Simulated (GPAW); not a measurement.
# Calculated records

```json
{"subject": "How the form of the self-energy moves the gap of GaBi (honeycomb monolayer)", "lattice_ang": [[4.3943, 0.0, 0.0], [-2.1972, 3.8056, 0.0], [0.0, 0.0, 11.4]], "atoms": [["Ga", 0.3333, 0.6667, 0.4669], ["Bi", 0.6667, 0.3333, 0.5331]], "method": "DFT, LDA, plane waves, PAW (and 3 further levels or steps)", "program": "GPAW 26.7.0", "settings_of_one_run": "cutoff 450 eV, GPAW PAW setups 1.2.1 data release, 6×6×1 k-mesh, nbands 319", "cost": "4 runs, 7.3 min in all on 4 MPI ranks of Arm Neoverse V1, shared host (the runs of this entry)", "notes": "The structure was relaxed with LDA. Limits: no spin-orbit coupling. Bands and cutoff are finite, so the gap is not at the basis limit. The miss can reach some tenths of an eV and take either sign; the mesh is an error of its own. With atoms this heavy and so narrow a gap, spin-orbit coupling can invert the bands. These scalar-relativistic gaps are then model values, not to be set against experiment, and a spin-orbit change taken from DFT can’t simply be added.", "results": {"one_shot_hse06": "0.707 eV", "g0w0_extrapolated_in_the_cutoff": "0.919 eV", "one_shot_hartree_fock": "4.068 eV", "known_limits": "not at the basis limit; model gap, bands may invert with spin-orbit coupling; no spin-orbit coupling"}}
```

[Paths, hosts, dates, memory and timing lines, banners, echoed tables and standing remarks are left out of the program output.]

[Logs are printed without paths, hosts, clocks, repeated set-up lines and the standing remarks that a program may print on its own settings, such as how far it seeks lower states.]

[Runs of the session that timed out or met a known fault of the program may be left out.]

[Hosts, paths, dates, database ids (printed as entryN), source tags and the programs' standing remarks are cut or masked in the printed files.]
